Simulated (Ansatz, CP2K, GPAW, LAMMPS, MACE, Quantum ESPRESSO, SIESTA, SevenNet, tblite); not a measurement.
## Glassy 94B2O3-6CaO (mol %) (77 atoms) in other programs, against a plane-wave reference

How near do other programs and methods come to a plane-wave reference for glassy 94B2O3-6CaO (mol %) (77 atoms)? A plane-wave run serves as the reference.

Method: Kohn-Sham DFT, PBE, PAW, plane waves, in Ansatz 0.2.0.

## 1. The structure

The cell holds 77 atoms: 30 B, 1 Ca and 46 O. Its edges and angles: a = 9.702 Å, b = 9.702 Å, c = 9.702 Å, α = 90.0°, β = 90.0°, γ = 90.0°. 77 atoms (30 B, 1 Ca, 46 O) placed at random at 1.98 g/cm³, melted at 3000 K for 20 ps at fixed volume with the Buckingham and Coulomb pair potential of Guillot and Sator (Geochim. Cosmochim. Acta 71, 1249 (2007)) with the boron terms of Wang et al. (J. Non-Cryst. Solids 498, 294 (2018)). Quenched from 3000 K to 300 K at 20 K/ps and fixed volume, held 10 ps at zero pressure.

## 2. Reference: Ansatz, plane waves

The PAW files are the set soft_2.

Input file input.yaml:

```yaml
crystal:
  lattice:
    - [9.70233, 0.0, 0.0]
    - [0.0, 9.70233, 0.0]
    - [0.0, 0.0, 9.70233]
  atoms:
    - { symbol: B, position: [0.3838, 0.99389, 0.66768] }
    - { symbol: B, position: [0.081, 0.78393, 0.31849] }
    - { symbol: B, position: [0.68578, 0.233, 0.96657] }
    - { symbol: B, position: [0.16672, 0.73058, 0.95723] }
    [... 67 atom lines left out ...]
    - { symbol: O, position: [0.90086, 0.30832, 0.70525] }
    - { symbol: O, position: [0.91477, 0.49236, 0.86579] }
    - { symbol: O, position: [0.92698, 0.31627, 0.24022] }
    - { symbol: O, position: [0.94427, 0.74773, 0.28735] }
    - { symbol: O, position: [0.00275, 0.12194, 0.11749] }
    - { symbol: O, position: [0.38805, 0.61493, 0.37438] }
kpoints:
  mp_grid: { grid: [1, 1, 1] }
hamiltonian:
  xc: pbe
scf:
  occupations: { method: fermi_dirac, width: 0.05 }
output:
  forces: true
  eigenvalues: true
  populations: true
  stress: true
```

Launch:

```
$ ansatz run input.yaml --threads 8 --pin off --max-ram 15872MiB --backend cpu --events-out ev --progress --plain --runs-dir out
```

Numbers of over 12 decimals in the logs are rounded to 6 here.

What it wrote:

```text
[...]
Pseudopotentials: kind: paw
Pseudopotential: B, paw, valence charge 3, recommended cutoff 420 eV (normal), B.paw.azcp
Pseudopotential: Ca, paw, valence charge 10, recommended cutoff 420 eV (normal), Ca.paw.azcp
Pseudopotential: O, paw, valence charge 6, recommended cutoff 420 eV (normal), O.paw.azcp
[... 5 lines on functional and potentials left out ...]
Crystal: 77 atoms, lattice volume = 913.331 Å³
Basis set: ecut = 420 eV, 17845 PW (Γ), exchange–correlation on 144×144×144 points (8 copies of the dense FFT grid, shifted against one another)
Bands: 265, of which v1, the nominal top of the filled ones, is band 188 counted from 1 (187 counted from 0)
Symmetry: 1 space group operations
Space group: P1 (ITA 1), of the structure as read, at distance tolerance 9.7e-5 Å
k-points: 1
[... 7 lines on functional and potentials left out ...]
Initial density: superposition of atomic densities (neutral atoms: chi_scale 0, normalization atom), corrected by the library's trained network
Initial wavefunctions: pseudopotential atomic-orbital guess
[...]
SCF iter   1: F=—  HF=-32653.098788 eV  |F-HF|=—  |Δ(HF+E_count)|=         —  Δρ=4.11e-3  dr2=1.39e-1  ethr=1.77e-3  ⟨swp⟩=7.0  Hψ=1282  notcnv=0  defer=42
preconditioner: auto → Resta (q_TF=auto, 2.353 Å⁻¹)  ε∞=3.1  [insulator: Δε(μ)=3.949 eV  Ē_g=16.405 eV  σ=0.050 eV  W_gap=1.00  n_scr=202 (ndim 8)  ℏωp=23.8 eV  f_vac=0.188  D(μ)=0.00/eV (n_scr^D=0)  ε∞_Penn≈3.1]
[...]
SCF iter   8: F=—  HF=-32653.107299 eV  |F-HF|=—  |Δ(HF+E_count)|=   8.20e-7  Δρ=5.30e-6  dr2=2.74e-7  ethr=6.58e-10  ⟨swp⟩=3.0  Hψ=382  notcnv=0  defer=70
SCF iter   9: F=-32653.107299 eV  HF=-32653.107299 eV  |F-HF|=2.80e-9  |Δ(HF+E_count)|=   1.07e-7  Δρ=2.12e-6  dr2=3.78e-8  ethr=2.66e-11  ⟨swp⟩=19.0  Hψ=1656  notcnv=0
SCF 1 converged in 9 iterations: F = -32653.107299 eV  dr2 = 3.78e-8
[...]
SCF converged after 9 iterations
Free energy (F): -32653.107299 eV
Harris-Foulkes:  -32653.107299 eV  (|F-HF|=2.80e-9)
Internal energy: -32653.107299 eV  (E = F + TS)
E sigma→0 (E₀):  -32653.107299 eV
Fermi energy:    4.064468 eV
--- Per-component energies (eV) ---
[...]
Σ components = -32653.107299   (vs F -32653.107299, Δ=0.00e0)
--- Forces (eV/Å), atoms counted from 1 ---
  atom   1  B      1.60655837     0.03223386    -0.08004552
  atom   2  B     -0.02220251    -2.19415432    -1.06222516
  atom   3  B     -0.96550386    -1.45392569    -0.12843032
  atom   4  B      0.64080710     1.21554271    -0.42884041
[...]
atom  77  O      0.68949126    -0.23325013    -0.98010209
  max |Σ_I F_I| component: 9.26e-5 eV/Å
--- Stress (GPa, compression-positive) ---
       -8.646991       0.875571      -4.345548
        0.875559     -12.534566      -0.464427
       -4.345548      -0.464389      -5.938116
  P = ⅓ Tr σ = -9.0399 GPa (-90.399 kbar)
--- Band table (eV) ---
  k-point 0: bands = ["-38.0021", "-19.6264", "-19.2296", "-19.0938", [... 249 levels ...], "12.8626", "12.9092", "12.9180", "12.9751", "13.0370", "13.1701", "13.1991", "13.3002", "13.3523", "13.4492", "13.6330", "13.6690"]
--- Löwdin populations: 77 sites ---
  site symbol       q [e]
     0      B      2.3096
     1      B      2.3115
     2      B      2.3242
[...]
76      O      6.3953
  spilling = 0.009090 (of n_electrons = 376.000000)
```

Run time: 4.3 s. Hardware: 8 threads of Arm Neoverse V2, shared host; peak memory 1.1 GiB; 30 s of CPU time.

Numbers from this run:

```
free energy                                      : -32653.1073 eV
free energy per atom                             : -424.0663 eV/atom
SCF cycles                                       : 9
pressure                                         : -9.04 GPa
r.m.s. force component                           : 0.9446 eV/Å
longest force                                    : 4.238 eV/Å
Fermi energy                                     : 4.064 eV
gap (highest filled to lowest empty level) : 3.847 eV
spilling of the projection                       : 0.00909
```

Length of the force by element:

| element | coordination | atoms | mean length of the force (eV/Å) | spread | least | most |
| --- | --- | --- | --- | --- | --- | --- |
| B | all | 30 | 1.90 | 0.912 | 0.286 | 4.24 |
| Ca | all | 1 | 1.85 | 0 | 1.85 | 1.85 |
| O | all | 46 | 1.07 | 0.608 | 0.162 | 3.11 |

Löwdin charges by element (they lack the spilled electrons, 0.044 e an atom on average):

| element | coordination | atoms | mean charge (e) | spread | least | most |
| --- | --- | --- | --- | --- | --- | --- |
| B | all | 30 | 0.667 | 0.0301 | 0.568 | 0.722 |
| Ca | all | 1 | 1.84 | 0 | 1.84 | 1.84 |
| O | all | 46 | -0.401 | 0.0512 | -0.681 | -0.363 |

The levels nearest the highest filled one (over half full), pooled over k-points and spins:

| level less the highest filled one (eV) | occupation |
| --- | --- |
| -0.737 | 2 |
| -0.626 | 2 |
| -0.515 | 2 |
| -0.370 | 2 |
| -0.167 | 2 |
| 0 | 2 |
| 3.85 | 0 |
| 4.14 | 0 |
| 4.29 | 0 |
| 4.44 | 0 |
| 4.58 | 0 |
| 4.70 | 0 |

The run ends at a pressure of -9.04 GPa, with forces up to 4.2 eV/Å.

## 3. Structure statistics

Density 2.00 g/cm³, 11.86 Å³ an atom.

g(r), total and by pair (bins of 0.2 Å):

| r (Å) | total | O-O | O-B | O-Ca | B-B | B-Ca | Ca-Ca |
| --- | --- | --- | --- | --- | --- | --- | --- |
| 1.30 | 3.37 | 0.00 | 7.25 | 0.00 | 0.00 | 0.00 | 0.00 |
| 1.50 | 2.33 | 0.00 | 5.02 | 0.00 | 0.00 | 0.00 | 0.00 |
| 1.70 | 0.00 | 0.00 | 0.00 | 0.00 | 0.00 | 0.00 | 0.00 |
| 1.90 | 0.00 | 0.00 | 0.00 | 0.00 | 0.00 | 0.00 | 0.00 |
| 2.10 | 0.00 | 0.00 | 0.00 | 0.00 | 0.00 | 0.00 | 0.00 |
| 2.30 | 0.72 | 1.84 | 0.10 | 1.40 | 0.00 | 0.00 | 0.00 |
| 2.50 | 1.54 | 3.67 | 0.17 | 5.01 | 0.51 | 0.00 | 0.00 |
| 2.70 | 0.70 | 0.10 | 0.04 | 0.00 | 4.04 | 3.39 | 0.00 |
| 2.90 | 0.58 | 0.77 | 0.35 | 2.80 | 0.60 | 1.37 | 0.00 |
| 3.10 | 0.72 | 0.82 | 0.74 | 0.00 | 0.34 | 3.60 | 0.00 |
| 3.30 | 0.95 | 0.88 | 1.01 | 0.69 | 0.96 | 1.06 | 0.00 |
| 3.50 | 1.08 | 0.59 | 1.69 | 0.00 | 0.52 | 0.00 | 0.00 |
| 3.70 | 1.67 | 0.79 | 2.56 | 1.74 | 0.95 | 1.75 | 0.00 |
| 3.90 | 1.10 | 0.93 | 1.28 | 0.50 | 1.11 | 0.00 | 0.00 |
| 4.10 | 0.88 | 0.88 | 0.83 | 1.43 | 0.96 | 0.73 | 0.00 |
| 4.30 | 1.03 | 1.25 | 0.81 | 0.84 | 1.21 | 1.26 | 0.00 |
| 4.50 | 1.21 | 1.54 | 0.86 | 1.53 | 1.48 | 0.62 | 0.00 |
| 4.70 | 1.10 | 1.45 | 0.82 | 1.08 | 1.21 | 0.00 | 0.00 |

## 4. The other programs

The programs:
- CP2K 2026.2: Gaussian basis with GTH pseudopotentials and a plane-wave density; labels give functional, basis (MOLOPT sets; SR short-range, UZH the newer set with its own potentials), grid cutoff/relative cutoff and solver (OT: orbital transformation; TRS4, TC2, SIGN: linear-scaling purification with its sparsity filter), or its built-in tight binding.
- GPAW 26.7.0: PAW with atomic orbitals (LCAO), plane waves or a real-space grid of spacing h.
- MACE: machine-learned potential, published weights.
- Quantum ESPRESSO 7.5: plane waves; labels (QE) give functional, pseudopotential set and cutoffs of waves/density.
- SIESTA 5.4.2: numerical atomic orbitals, whose automatically made sets are far from complete, with PseudoDojo norm-conserving potentials that we converted to its format (checked against plane waves on the same files for H, C, O, Si, Ge and Ca alone); labels give functional, basis size, energy shift and mesh cutoff.
- SevenNet: machine-learned potential, published weights.
- tblite 0.8.0: extended tight binding, driven from Python.

All use the same cell and atoms; the electronic-structure runs use the same k-mesh, and an electronic temperature of 580 K (0.05 eV) where levels are smeared.

Differences are against the plane-wave reference, forces as r.m.s. over components; share is that over the reference's r.m.s. force, slope the least-squares factor from reference forces to these. Total energies of different programs have different zeros and aren't compared.

| run | Δ force, r.m.s. (meV/Å) | share (%) | slope | Δ pressure (GPa) | Δ gap (eV) | cores | CPU time | memory (GiB) |
| --- | --- | --- | --- | --- | --- | --- | --- | --- |
| reference | - | - | - | - | - | 8 | 30 s | 1.1 |
| CP2K PBE, DZVP-MOLOPT-SR, 600/50 Ry, TRS4 filter 1e-06, SCF 1e-06 | 100 | 10.6 | 1.008 | 1.35 | - | 4 | 2.2 min | 2.1 |
| CP2K PBE, DZVP-MOLOPT-SR, 600/50 Ry, diagonalisation | 78.4 | 8.30 | 1.026 | 1.38 | -0.103 | 4 | 2.9 min | 3.1 |
| CP2K PBE, DZVP-UZH, 600/50 Ry, diagonalisation | 80.6 | 8.53 | 1.026 | 1.18 | -0.0855 | 4 | 3.6 min | 3.1 |
| CP2K PBE, SZV-MOLOPT-SR, 600/50 Ry, diagonalisation (coarse) | 597 | 63.2 | 1.047 | 19.8 | -0.663 | 1 | 96 s | 2.1 |
| GPAW PBE, LCAO dzp, h 0.18 Å | 141 | 14.9 | 1.026 | - | -0.126 | 1 | 89 s | 0.99 |
| GPAW PBE, LCAO szp(dzp), h 0.18 Å (coarse) | 405 | 42.8 | 1.017 | - | -0.569 | 1 | 63 s | 0.94 |
| MACE MP-0b2 small potential | 153 | 16.1 | 0.889 | -0.0274 | - | 1 | 5.8 s | 0.67 |
| MACE MP-0b3 medium potential | 122 | 12.9 | 0.909 | 0.239 | - | 1 | 7 s | 1.1 |
| QE PBE+D3(BJ), sssp-1.3.0-efficiency, 60/480 Ry | 15.1 | 1.60 | 0.997 | -1.88 | 0.0049 | 2 | 4.7 min | 2.3 |
| QE PBE, sssp-1.3.0-efficiency, 60/480 Ry | 14.5 | 1.54 | 0.998 | -0.650 | 0.0049 | 2 | 4.6 min | 2.2 |
| SIESTA PBE, DZP, shift 0.01 Ry, mesh 200 Ry | 100 | 10.6 | 1.020 | 1.07 | -0.104 | 2 | 77 s | 0.85 |
| SIESTA PBE, DZP, shift 0.01 Ry, mesh 500 Ry | 99.5 | 10.5 | 1.020 | 1.10 | -0.104 | 2 | 4.3 min | 2.0 |
| SIESTA PBE, SZ, shift 0.01 Ry, mesh 500 Ry (coarse) | 690 | 73.1 | 0.961 | 20.3 | -0.815 | 1 | 86 s | 0.91 |
| SIESTA PBE, SZ, shift 0.02 Ry, mesh 500 Ry (coarse) | 621 | 65.8 | 0.983 | 16.9 | -0.822 | 1 | 66 s | 0.79 |
| SIESTA PBE, SZP, shift 0.01 Ry, mesh 500 Ry (coarse) | 431 | 45.7 | 1.022 | 11.6 | -0.519 | 2 | 3.8 min | 1.9 |
| SevenNet l3i5 potential | 77.1 | 8.16 | 0.960 | -0.0539 | - | 1 | 8.9 s | 1.6 |
| tblite GFN1-xTB | 292 | 30.9 | 0.805 | 0.294 | - | 1 | 2.6 s | 0.11 |
| tblite GFN2-xTB | 311 | 32.9 | 0.764 | -2.13 | - | 1 | 5.7 s | 0.11 |

Rows marked coarse were listed beforehand as settings not expected to be converged; some can still land near the reference.

Times of the machine-learned potentials are mostly Python's start and the loading of weights.

CPU time is summed over cores on a shared host, where runs went side by side, so it is rough. Symmetry, cutoffs, thresholds, outputs and thread counts weren't matched or tuned between programs; memory under MPI is the largest rank's times the ranks.

Runs without a result: CP2K GFN1-xTB, diagonalisation (not converged, the SCF not settling); SIESTA PBE, SZ, shift 0.02 Ry, mesh 500 Ry, order-N, radius 3.5 Å, eta -3.14 eV (stopped at the start: stopping program Stopping Program from Node:    1); CP2K HSE06 with ADMM, PBE0 potentials, DZVP-UZH, 600/50 Ry, OT DIIS (cut off at its time limit of 48 min); SIESTA PBE, SZ, shift 0.02 Ry, mesh 500 Ry, order-N, radius 4.5 Å, eta -3.14 eV (stopped at the start: stopping program Stopping Program from Node:    1).

Mean charges by element (e), by run and scheme:

| run | scheme | B | Ca | O |
| --- | --- | --- | --- | --- |
| reference | Löwdin | +0.67 | +1.84 | -0.40 |
| CP2K PBE, DZVP-MOLOPT-SR, 600/50 Ry, TRS4 filter 1e-06, SCF 1e-06 | Mulliken | +0.31 | +1.12 | -0.23 |
| CP2K PBE, DZVP-MOLOPT-SR, 600/50 Ry, diagonalisation | Mulliken | +0.31 | +1.11 | -0.23 |
| CP2K PBE, DZVP-UZH, 600/50 Ry, diagonalisation | Mulliken | +0.41 | +1.32 | -0.30 |
| SIESTA PBE, DZP, shift 0.01 Ry, mesh 200 Ry | Hirshfeld | +0.24 | +0.52 | -0.17 |
| SIESTA PBE, DZP, shift 0.01 Ry, mesh 500 Ry | Hirshfeld | +0.24 | +0.52 | -0.17 |
| tblite GFN1-xTB | Mulliken | +0.68 | +0.44 | -0.45 |
| tblite GFN2-xTB | Mulliken | +0.64 | +0.56 | -0.43 |

The reference's Löwdin charges lack the electrons that the projection spills, 0.044 e an atom on average.

Within one program, basis, potentials and functional, energies share a zero. Each run against its twin at the usual cutoff or grid and solver:

| run | twin | Δ energy (meV/atom) | Δ force, r.m.s. (meV/Å) | CPU time over the twin's |
| --- | --- | --- | --- | --- |
| CP2K PBE, DZVP-MOLOPT-SR, 600/50 Ry, TRS4 filter 1e-06, SCF 1e-06 | DZVP-MOLOPT-SR, 600/50 Ry, diagonalisation | 0.175 | 64.6 | 0.76 |
| SIESTA PBE, DZP, shift 0.01 Ry, mesh 200 Ry | DZP, shift 0.01 Ry, mesh 500 Ry | 2.00 | 4.94 | 0.30 |

## 5. What came out

| Property | Result |
| --- | --- |
| reference r.m.s. force component | 0.945 eV/Å |
| nearest in forces | QE PBE, sssp-1.3.0-efficiency, 60/480 Ry, 1.5 % |
| farthest in forces | SIESTA PBE, SZ, shift 0.01 Ry, mesh 500 Ry (coarse), 73 % |
| cheapest electronic-structure run beside the reference | tblite GFN1-xTB, 2.6 s of CPU time |

In words: PBE on plane waves or a grid with other potentials, cutoffs or grids, coarse settings apart, differs from the reference by 1.5 % (QE PBE, sssp-1.3.0-efficiency, 60/480 Ry) of the r.m.s. force; this holds the reference's own error, so differences of a few per cent don't tell which side is nearer the exact PBE result (QE's 60 Ry are 816 eV, against the reference's 420 eV). The PBE runs in local orbitals, coarse settings apart, differ by 8.3 % (CP2K PBE, DZVP-MOLOPT-SR, 600/50 Ry, diagonalisation) to 15 % (GPAW PBE, LCAO dzp, h 0.18 Å); basis, grid and potentials can all enter. Tight binding differs by 31 % (tblite GFN1-xTB) to 33 % (tblite GFN2-xTB); it is another model, with fitted parameters of its own, and the xTB methods hold dispersion. Machine-learned potentials differ by 8.2 % (SevenNet l3i5 potential) to 16 % (MACE MP-0b2 small potential); they were trained on other programs' data. Rows with another functional or a dispersion term differ by 1.6 % (QE PBE+D3(BJ), sssp-1.3.0-efficiency, 60/480 Ry), which mixes the change of model with differences of basis and potentials. Runs with settings chosen to be coarse differ by 43 % (GPAW PBE, LCAO szp(dzp), h 0.18 Å) to 73 % (SIESTA PBE, SZ, shift 0.01 Ry, mesh 500 Ry), their programs' other errors included. Of the electronic-structure runs that take under half the reference's CPU time, tblite GFN1-xTB comes nearest, at 31 % in 2.6 s against 30 s. At the same functional, gaps differ from the reference's 3.85 eV by between -0.82 and +0.00 eV. In pressure, SIESTA PBE, SZ, shift 0.01 Ry, mesh 500 Ry misses by +20.3 GPa, at the same functional. Charges hang on model, scheme and program or settings: among these rows the mean for Ca runs from +0.44 to +1.84 e. In the reference: filled and empty levels are parted by 3.85 eV (at Γ alone); a semilocal functional tends to put such gaps too low. In a disordered cell it changes from sample to sample, and tail or defect levels can set it. In the reference: mean Löwdin charges: B +0.67, Ca +1.84, O -0.40 e (they miss 0.91 % of the electrons, so they add up to more than the cell's charge). Periodic xTB results under one method name differ between programs and library versions. Machine-learned potentials mimic data converged in k, so the reference's own k-point error enters their differences. The quench rate of 20 K/ps is many orders above laboratory rates, so the cell is likely richer in defects and strain than a real sample. The network of bonds at the start is that of the classical potential that made the cell, and needn't be the one that DFT or experiment would give. The reference's stress is far from hydrostatic: its diagonal is -8.6, -12.5, -5.9 GPa, compression counted positive. The electronic-structure runs sample only Γ, in a cell whose shortest periodic width is 10 Å.

[Also dropped from logs without a mark: logging warnings of Python, and SIESTA's first energy breakdown and zero terms.]

[Logs are printed without paths, hosts, clocks, repeated set-up lines and the standing remarks that a program may print on its own settings, such as how far it seeks lower states.]

[Hosts, paths, dates, database ids (printed as entryN), source tags and the programs' standing remarks are cut or masked in the printed files.]
